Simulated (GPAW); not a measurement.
# F K-edge XANES of CsMgF3 (Pm-3m)

Aim: the near-edge shape at the F K edge of CsMgF3 (Pm-3m), and what the core hole does to it.

Main program and level: GPAW 26.7.0; X-ray absorption from dipole matrix elements to empty bands, plane-wave PAW LDA.

### 1. The starting structure

It takes space group Pm-3m (No. 221, cubic). The conventional cell has a = 4.252 Å, b = 4.252 Å, c = 4.252 Å, α = 90.00°, β = 90.00°, γ = 90.00°. Cs has 12 F at 3.01 Å nearest. Mg has 6 F at 2.13 Å nearest. Nearest to F lie 2 Mg at 2.13 Å and 4 Cs at 3.01 Å. Farther neighbours and most contacts between anions are not listed.

As a file:

```cif
data_structure
_symmetry_space_group_name_H-M 'Pm-3m'
_symmetry_Int_Tables_number 221
_cell_length_a 4.2523
_cell_length_b 4.2523
_cell_length_c 4.2523
_cell_angle_alpha 90.000
_cell_angle_beta 90.000
_cell_angle_gamma 90.000
_cell_volume 76.89
loop_
_atom_site_label
_atom_site_type_symbol
_atom_site_symmetry_multiplicity
_atom_site_Wyckoff_symbol
_atom_site_fract_x
_atom_site_fract_y
_atom_site_fract_z
_atom_site_occupancy
Cs1 Cs 1 a 0.00000 0.00000 0.00000 1
Mg1 Mg 1 b 0.50000 0.50000 0.50000 1
F1 F 3 c 0.50000 0.50000 0.00000 1
```

### 2. Ground state of the crystal

The ground state comes first: it tells whether the system has a gap, which decides how the excited electron is treated.

File scf.py:

```python
import numpy as np
from ase import Atoms
from ase.parallel import parprint, paropen
from gpaw import GPAW, PW, FermiDirac, Mixer, MixerDif, setup_paths
from gpaw.test import gen
setup_paths.insert(0, '.')
gen('F', name='nch1s', xcname='LDA', corehole=(1, 0, 0), write_xml=True)
from gpaw.mpi import world
world.barrier()

atoms = Atoms('CsMgF3',
    cell=[[4.252307, 0, 0],
     [0, 4.252307, 0],
     [0, 0, 4.252307]],
    scaled_positions=[[0, 0, 0],
     [0.5, 0.5, 0.5],
     [0.5, 0.5, 0],
     [0.5, 0, 0.5],
     [0, 0.5, 0.5]],
    pbc=True)
atoms.calc = calc = GPAW(legacy_gpaw=True, mode=PW(500, force_complex_dtype=True), xc='LDA', setups={2: 'nch1s'},
    kpts={'size': (6, 6, 6), 'gamma': True}, occupations=FermiDirac(0.05),
    charge=0, mixer=Mixer(0.1, 5, 50), maxiter=150,
    convergence={'density': 0.0001, 'eigenstates': 1e-6}, txt='scf.txt')
energy = atoms.get_potential_energy() + calc.get_reference_energy()
ef = calc.get_fermi_level()
out = dict(energy=energy, fermi=ef, forces=atoms.get_forces().tolist())
parprint(f'all-electron energy {energy:.4f} eV, Fermi level {ef:.4f} eV')
ev = np.array([[calc.get_eigenvalues(k, s) for k in range(len(calc.get_ibz_k_points()))] for s in range(calc.get_number_of_spins())])
out['homo'], out['lumo'], out['counts'] = ev[ev < ef].max(), ev[ev > ef].min(), sorted(set((ev < ef).sum((0, 2)).tolist()))
out['filled'] = (ev[:, 0] < ef).sum(1).tolist()
import json
with paropen('out.json', 'w') as f:
    json.dump(out, f)
```

Run with:

```sh
OMP_NUM_THREADS=1 mpirun -n 2 gpaw python scf.py
```

Numbers of over 12 decimals in the logs are rounded to 6 here.

Log:

```text
Input parameters:
  convergence: {density: 0.0001,
                eigenstates: 1e-06}
  kpts: {gamma: True,
         size: (6, 6, 6)}
  maxiter: 150
  mixer: {backend: pulay,
          beta: 0.1,
          method: separate,
          nmaxold: 5,
          weight: 50}
  mode: {ecut: 500.0,
         force_complex_dtype: True,
         name: pw}
  occupations: {fixmagmom: False,
                name: fermi-dirac,
                width: 0.05}
  setups: {2: nch1s}

Initialize ...

[... PAW data sets ...]

Reference energy: -225158.371656  # eV

Spin-paired calculation

[... convergence settings ...]
Symmetries present (total): 16
  [... symmetry matrices ...]

216 k-points: 6 x 6 x 6 Monkhorst-Pack grid + [1/12,1/12,1/12]
40 k-points in the irreducible part of the Brillouin zone
       k-points in crystal coordinates                weights
   0:     0.00000000    0.00000000    0.00000000          1/216
   1:     0.00000000    0.00000000    0.16666667          2/216
   2:     0.00000000    0.00000000    0.33333333          2/216
   3:     0.00000000    0.00000000    0.50000000          1/216
   4:     0.16666667    0.00000000    0.00000000          4/216
   5:     0.16666667    0.00000000    0.16666667          8/216
   6:     0.16666667    0.00000000    0.33333333          8/216
   7:     0.16666667    0.00000000    0.50000000          4/216
   8:     0.16666667    0.16666667    0.00000000          4/216
   9:     0.16666667    0.16666667    0.16666667          8/216
          ...
  39:     0.50000000    0.50000000    0.50000000          1/216

Wave functions: Plane wave expansion
  Cutoff energy: 500.000 eV
  Number of coefficients (min, max): 1904, 1980
  Pulay-stress correction: 0.000000 eV/Ang^3 (de/decut=0.000000)
  Using FFTW library
  Wavefunction extrapolation:
    Improved wavefunction reuse through dual PAW basis

Occupation numbers: Fermi-Dirac:
  width: 0.0500  # eV

Eigensolver
   Davidson(niter=2)

Densities:
  Coarse grid: 24*24*24 grid
  Fine grid: 48*48*48 grid
  Total Charge: 0.000000

Density mixing:
  Method: separate
  Backend: pulay
  Linear mixing parameter: 0.1
  old densities: 5
  Width of damping distribution: 1.1
  Damping of long wavelength oscillations: 50

[... Hamiltonian set-up ...]
Number of atoms: 5
Number of atomic orbitals: 25
Number of bands in calculation: 25
Number of valence electrons: 40
Bands to converge: occupied

... initialized

Initializing position-dependent things.

Density initialized from atomic densities
Creating initial wave functions:
  25 bands from LCAO basis set

Positions:
   0 Cs     0.000000    0.000000    0.000000    ( 0.0000,  0.0000,  0.0000)
   1 Mg     2.126154    2.126154    2.126154    ( 0.0000,  0.0000,  0.0000)
   2 F      2.126154    2.126154    0.000000    ( 0.0000,  0.0000,  0.0000)
   3 F      2.126154    0.000000    2.126154    ( 0.0000,  0.0000,  0.0000)
   4 F      0.000000    2.126154    2.126154    ( 0.0000,  0.0000,  0.0000)

Unit cell:
           periodic     x           y           z      points  spacing
  1. axis:    yes    4.252307    0.000000    0.000000    24     0.1772
  2. axis:    yes    0.000000    4.252307    0.000000    24     0.1772
  3. axis:    yes    0.000000    0.000000    4.252307    24     0.1772

  Lengths:   4.252307   4.252307   4.252307
  Angles:   90.000000  90.000000  90.000000

Effective grid spacing dv^(1/3) = 0.1772

iter:   1   -27.108068
iter:   2   -26.479334   -1.11  -1.24
iter:   3   -25.803970   -0.83  -1.33
iter:   4   -25.771809   -1.57  -1.54
iter:   5   -25.753391   -2.13  -1.87
iter:   6   -25.748025   -2.82  -2.44
iter:   7   -25.746196c  -4.36  -2.70
iter:   8   -25.747825c  -3.04  -3.01
iter:   9   -25.746079c  -3.29  -2.82
iter:  10   -25.745907c  -5.07  -3.38
iter:  11   -25.745907c  -6.62c -4.18c

Converged after 11 iterations.

Dipole moment: (0.000000, 0.000000, 0.000000) |e|*Ang

Energy contributions relative to reference atoms: (reference = -225158.371656)

Kinetic:        +16.575746
Potential:      -16.136432
External:        +0.000000
XC:             -26.729513
Entropy (-ST):   -0.000000
Local:           +0.544293
SIC:             +0.000000
--------------------------
Free energy:    -25.745907
Extrapolated:   -25.745907

Showing only first 2 kpts
 Kpt  Band  Eigenvalues  Occupancy
  0    18      1.42772    2.00000
  0    19      1.42772    2.00000
  0    20      7.79983    0.00000
  0    21      9.86126    0.00000

  1    18      1.34515    2.00000
  1    19      1.34515    2.00000
  1    20      8.29043    0.00000
  1    21     10.33761    0.00000

Fermi level: 3.94830

Gap: 6.372 eV
Transition (v -> c):
  (s=0, k=0, n=19, [0.00, 0.00, 0.00]) -> (s=0, k=0, n=20, [0.00, 0.00, 0.00])
No difference between direct/indirect transitions

Forces in eV/Ang:
  0 Cs    0.00000    0.00000    0.00000
  1 Mg   -0.00000   -0.00000    0.00000
  2 F     0.00000    0.00000    0.00000
  3 F    -0.00000    0.00000    0.00000
  4 F     0.00000   -0.00000    0.00000
Scalar-relativistic atomic LDA calculation for F (Fluorine, Z=9)
Core hole in 1s state (1s occupation: 2.0)
300 radial gridpoints.
|------------------------------------------------|
|------------------------------------------------|
[... the atom generator's iteration count ...]

Energy contributions:
-------------------------
Kinetic:      +98.924702
XC:            -9.628727
Potential:   -188.480882
-------------------------
Total:        -99.184907

state      eigenvalue         ekin         rmax
-----------------------------------------------
1s^2.0 :   -24.213779    36.855229        0.115
2s^2.0 :    -1.089490     4.159703        0.767
2p^5.0 :    -0.415007     3.378968        0.703
-----------------------------------------------
(units: Bohr and Hartree)

Generating PAW setup
Kinetic energy of the core from tauc = 73.784289
Cutoffs:
rc(s)=1.200
rc(p)=1.200
rc(d)=1.200
rc(vbar)=1.080
rc(comp)=1.200
rc(nct)=1.200

Kinetic energy of the core states: 73.710458
Charge: 0.0
Core electrons: 2.0
Valence electrons: 7.0
Pseudo-core charge: 0.000387
Shape function alpha=6.944
Pseudo-electron charge 6.013308
state    eigenvalue         norm
--------------------------------
2s(2) :    -1.089490     1.062936
*s    :    -0.089490
2p(5) :    -0.415007     0.777410
*p    :     0.584993
*d    :     0.000000
--------------------------------

Diagonalizing with gridspacing h=0.050

state   all-electron     PAW
-------------------------------
2s:      -1.089490    -1.091166
2p:      -0.415007    -0.417133
*d:                    0.051257
*f:                    0.077758
-------------------------------
all-electron energy -225184.1176 eV, Fermi level 3.9483 eV
```

It took 14 s on 2 MPI ranks of Arm Neoverse V2, shared host; peak memory 0.21 GiB; 28 s of CPU time.

The mesh shows a gap of 6.37 eV, so the hole is first treated in a charged cell, without the excited electron.

### 3. Spectrum without a core hole, F atom 3

Without a hole the spectrum is the empty density of states of the right symmetry on the absorber, weighted by matrix elements. It needs only the small cell and serves as the baseline. The data set with a hole of occupation 0 only carries the core orbital.

The absorber has 2 Mg at 2.13 Å (linear, site symmetry 4/mmm).

File xas.py:

```python
import numpy as np
from ase import Atoms
from ase.parallel import parprint, paropen
from gpaw import GPAW, PW, FermiDirac, Mixer, MixerDif, setup_paths
from gpaw.test import gen
setup_paths.insert(0, '.')
gen('F', name='nch1s', xcname='LDA', corehole=(1, 0, 0), write_xml=True)
from gpaw.mpi import world
world.barrier()

atoms = Atoms('CsMgF3',
    cell=[[4.252307, 0, 0],
     [0, 4.252307, 0],
     [0, 0, 4.252307]],
    scaled_positions=[[0, 0, 0],
     [0.5, 0.5, 0.5],
     [0.5, 0.5, 0],
     [0.5, 0, 0.5],
     [0, 0.5, 0.5]],
    pbc=True)
atoms.calc = calc = GPAW(legacy_gpaw=True, mode=PW(500, force_complex_dtype=True), xc='LDA', setups={2: 'nch1s'},
    kpts={'size': (6, 6, 6), 'gamma': True}, occupations=FermiDirac(0.02),
    charge=0, mixer=Mixer(0.1, 5, 50), maxiter=150,
    convergence={'density': 0.0001, 'eigenstates': 1e-6}, txt='scf.txt')
energy = atoms.get_potential_energy() + calc.get_reference_energy()
ef = calc.get_fermi_level()
out = dict(energy=energy, fermi=ef, forces=atoms.get_forces().tolist())
parprint(f'all-electron energy {energy:.4f} eV, Fermi level {ef:.4f} eV')
ev = np.array([[calc.get_eigenvalues(k, s) for k in range(len(calc.get_ibz_k_points()))] for s in range(calc.get_number_of_spins())])
out['homo'], out['lumo'], out['counts'] = ev[ev < ef].max(), ev[ev > ef].min(), sorted(set((ev < ef).sum((0, 2)).tolist()))
out['filled'] = (ev[:, 0] < ef).sum(1).tolist()

from ase.units import Ha
from gpaw.xas import dipole_matrix_elements
nb = int(calc.get_number_of_electrons() / 2) + 49
top, nb = nb, nb + 8 + nb // 12
nscf = calc.fixed_density(kpts={'size': (5, 5, 5), 'gamma': True}, nbands=nb,
    convergence={'bands': top, 'eigenstates': 1e-5}, maxiter=60, txt='nscf.txt')
cell = atoms.cell.array
ops = [cell.T @ U.T @ np.linalg.inv(cell.T) for U in nscf.wfs.kd.symmetry.op_scc]
filled = [20]  # bands filled in the ground state, by spin
E = np.arange(-25, 34, 0.1)
fwhm = np.interp(E, [4, 25], [0.9, 3.5])
Y, X, zero, highest = 0, 0, 1e9, 1e9
for spin in range(nscf.get_number_of_spins()):
    wfs = nscf.wfs
    A = dipole_matrix_elements(wfs.setups[2])
    eps = np.zeros((wfs.kd.nibzkpts, nb))
    d = np.zeros((3, A.shape[1], wfs.kd.nibzkpts, nb), complex)
    for kpt in wfs.kpt_u:
        if kpt.s == spin and 2 in kpt.P_ani:
            eps[kpt.k] = kpt.eps_n * Ha
            d[:, :, kpt.k] = (kpt.weight * wfs.nspins / 2) ** 0.5 * np.inner(A, kpt.P_ani[2])
    world.sum(eps)
    world.sum(d)
    T = np.einsum('amkn,bmkn->abkn', d, d.conj()).real
    T = sum(np.einsum('ai,ijkn,bj->abkn', R, T, R) for R in ops) / len(ops)
    empty = np.ones_like(eps, bool) & (np.arange(nb) >= filled[spin])
    zero, highest = min(zero, eps[empty].min()), min(highest, eps[:, top - 1].min())
    lines = [(eps, T, empty)] if spin == 0 else lines + [(eps, T, empty)]
for eps, T, empty in lines:
    f = np.einsum('aakn->akn', T).reshape(3, -1)
    x = eps.ravel() - zero
    w = np.interp(x, E, fwhm) / 2.35482
    g = np.exp(-0.5 * ((E[:, None] - x) / w) ** 2) / (w * (2 * np.pi) ** 0.5)
    Y = Y + (f * empty.ravel()) @ g.T
    X = X + (f * ~empty.ravel()) @ g.T
out.update(E=E.round(2).tolist(), xas=Y.tolist(), xes=X.tolist(), zero=zero, valid=highest - zero, nk=len(eps), nb=nb)
for i in range(0, len(E), 10):
    parprint(f'{E[i]:7.2f}', *(f'{v:10.3e}' for v in Y[:, i]))
import json
with paropen('out.json', 'w') as f:
    json.dump(out, f)
```

Run with:

```sh
OMP_NUM_THREADS=1 mpirun -n 2 gpaw python xas.py
```

Log:

```text
Input parameters:
  convergence: {density: 0.0001,
                eigenstates: 1e-06}
  kpts: {gamma: True,
         size: (6, 6, 6)}
  maxiter: 150
  mixer: {backend: pulay,
          beta: 0.1,
          method: separate,
          nmaxold: 5,
          weight: 50}
  mode: {ecut: 500.0,
         force_complex_dtype: True,
         name: pw}
  occupations: {fixmagmom: False,
                name: fermi-dirac,
[...]
*p    :     0.584993
*d    :     0.000000
--------------------------------

Diagonalizing with gridspacing h=0.050

state   all-electron     PAW
-------------------------------
2s:      -1.089490    -1.091166
2p:      -0.415007    -0.417133
*d:                    0.051257
*f:                    0.077758
-------------------------------
all-electron energy -225184.1176 eV, Fermi level 3.9483 eV
[...]
32.00  3.971e-05  3.971e-05  2.948e-05
  33.00  4.962e-05  4.962e-05  3.089e-05
[key lines of the parts left out:]
Converged after 11 iterations.
Dipole moment: (0.000000, 0.000000, 0.000000) |e|*Ang
Free energy:    -25.745907
Fermi level: 3.94830
```

Run time: 31 s. Hardware: 2 MPI ranks; peak memory 0.27 GiB; 62 s of CPU time.

The F K spectrum, F atom 3, no core hole (energy from the lowest empty level; intensity scaled to a mean of 1 over the first 20 eV):

```tsv
E (eV)	intensity
-2.00	0.00
-1.25	0.00
-0.50	0.00
0.25	0.02
1.00	0.11
1.75	0.33
2.50	1.32
3.25	1.06
4.00	1.29
4.75	1.91
5.50	2.31
6.25	1.84
7.00	1.66
7.75	1.41
8.50	1.29
9.25	1.23
10.00	1.16
10.75	0.89
11.50	0.67
12.25	0.62
13.00	0.70
13.75	0.80
14.50	0.82
15.25	0.74
16.00	0.66
16.75	0.63
17.50	0.66
18.25	0.79
19.00	0.92
19.75	0.93
20.50	0.84
21.25	0.73
22.00	0.71
22.75	0.77
23.50	0.89
24.25	1.00
25.00	1.07
25.75	1.07
26.50	0.99
27.25	0.85
28.00	0.73
28.75	0.65
29.50	0.63
30.25	0.64
31.00	0.67
31.75	0.74
```

Main maxima below 24 eV (height): 2.5 eV (1.32), 3.8 eV (1.35), 5.2 eV (2.48), 14.2 eV (0.83) and 19.5 eV (0.94). A K edge sees empty p states on the absorber.

The same matrix elements for filled bands give the F K emission of F atom 3 (ground-state approximation; energy from the lowest empty level, largest value 1):

```tsv
E (eV)	emission
-24.00	0.00
-23.25	0.00
-22.50	0.00
-21.75	0.00
-21.00	0.00
-20.25	0.00
-19.50	0.00
-18.75	0.00
-18.00	0.00
-17.25	0.00
-16.50	0.00
-15.75	0.00
-15.00	0.00
-14.25	0.00
-13.50	0.00
-12.75	0.00
-12.00	0.00
-11.25	0.02
-10.50	0.07
-9.75	0.09
-9.00	0.15
-8.25	0.39
-7.50	0.75
-6.75	0.94
-6.00	0.18
-5.25	0.00
-4.50	0.00
-3.75	0.00
-3.00	0.00
-2.25	0.00
-1.50	0.00
-0.75	0.00
0.00	0.00
0.75	0.00
1.50	0.00
2.25	0.00
3.00	0.00
```

Emission maxima: -7.0 eV (1.00).

### 4. Supercell without a hole, the energy reference

The photon energy needs a difference of total energies, so the cell and mesh of the coming hole run are first run without a hole.

Changes to scf.py since step 2:

```diff
@@ -10,14 +10,19 @@
 
-atoms = Atoms('CsMgF3',
-    cell=[[4.252307, 0, 0],
-     [0, 4.252307, 0],
-     [0, 0, 4.252307]],
+atoms = Atoms('Cs2Mg2F6',
+    cell=[[4.252307, 0, 4.252307],
+     [0, 4.252307, 4.252307],
+     [0, -4.252307, 4.252307]],
     scaled_positions=[[0, 0, 0],
+     [0, 0.5, 0.5],
+     [0.5, 0.25, 0.75],
+     [0.5, 0.75, 0.25],
+     [0.5, 0, 0.5],
+     [0.5, 0.5, 0],
+     [0.5, 0, 0],
      [0.5, 0.5, 0.5],
-     [0.5, 0.5, 0],
-     [0.5, 0, 0.5],
-     [0, 0.5, 0.5]],
+     [0, 0.5, 0],
+     [0, 0, 0.5]],
     pbc=True)
-atoms.calc = calc = GPAW(legacy_gpaw=True, mode=PW(500, force_complex_dtype=True), xc='LDA', setups={2: 'nch1s'},
-    kpts={'size': (6, 6, 6), 'gamma': True}, occupations=FermiDirac(0.05),
+atoms.calc = calc = GPAW(legacy_gpaw=True, mode=PW(500, force_complex_dtype=True), xc='LDA', setups={4: 'nch1s'},
+    kpts={'size': (4, 4, 4), 'gamma': True}, occupations=FermiDirac(0.02),
     charge=0, mixer=Mixer(0.1, 5, 50), maxiter=150,
```

Run with:

```sh
OMP_NUM_THREADS=1 mpirun -n 2 gpaw python scf.py
```

Log:

```text
Input parameters:
  convergence: {density: 0.0001,
                eigenstates: 1e-06}
  kpts: {gamma: True,
         size: (4, 4, 4)}
  maxiter: 150
  mixer: {backend: pulay,
          beta: 0.1,
          method: separate,
          nmaxold: 5,
          weight: 50}
  mode: {ecut: 500.0,
         force_complex_dtype: True,
         name: pw}
  occupations: {fixmagmom: False,
                name: fermi-dirac,
[...]
2s(2) :    -1.089490     1.062936
*s    :    -0.089490
2p(5) :    -0.415007     0.777410
*p    :     0.584993
*d    :     0.000000
--------------------------------

Diagonalizing with gridspacing h=0.050

state   all-electron     PAW
-------------------------------
2s:      -1.089490    -1.091166
2p:      -0.415007    -0.417133
*d:                    0.051257
*f:                    0.077758
-------------------------------
all-electron energy -450368.2242 eV, Fermi level 3.9484 eV
[key lines of the parts left out:]
Converged after 11 iterations.
Dipole moment: (0.000000, 0.000000, 0.000000) |e|*Ang
Free energy:    -51.480843
Fermi level: 3.94836
```

Run time: 25 s. Hardware: 2 MPI ranks; peak memory 0.28 GiB; 51 s of CPU time.

Reference energy: -450368.224 eV with the cores included.

(Part 1 of 3 ends here.)

[Banner, clock and machine lines of the logs are left out without a mark of their own.]

[Logs are printed without paths, hosts, clocks, repeated set-up lines and the standing remarks that a program may print on its own settings, such as how far it seeks lower states.]

[Hosts, paths, dates, database ids (printed as entryN), source tags and the programs' standing remarks are cut or masked in the printed files.]

[Lists of maxima count a maximum above −3 eV only where it reaches 4 % of the highest in the window and stands out from its surroundings by 2 % of it (1.5 % where it reaches 55 %); shoulders and weaker maxima are passed over, and of the rest the first, up to two pre-edge ones and the few strongest are named.]
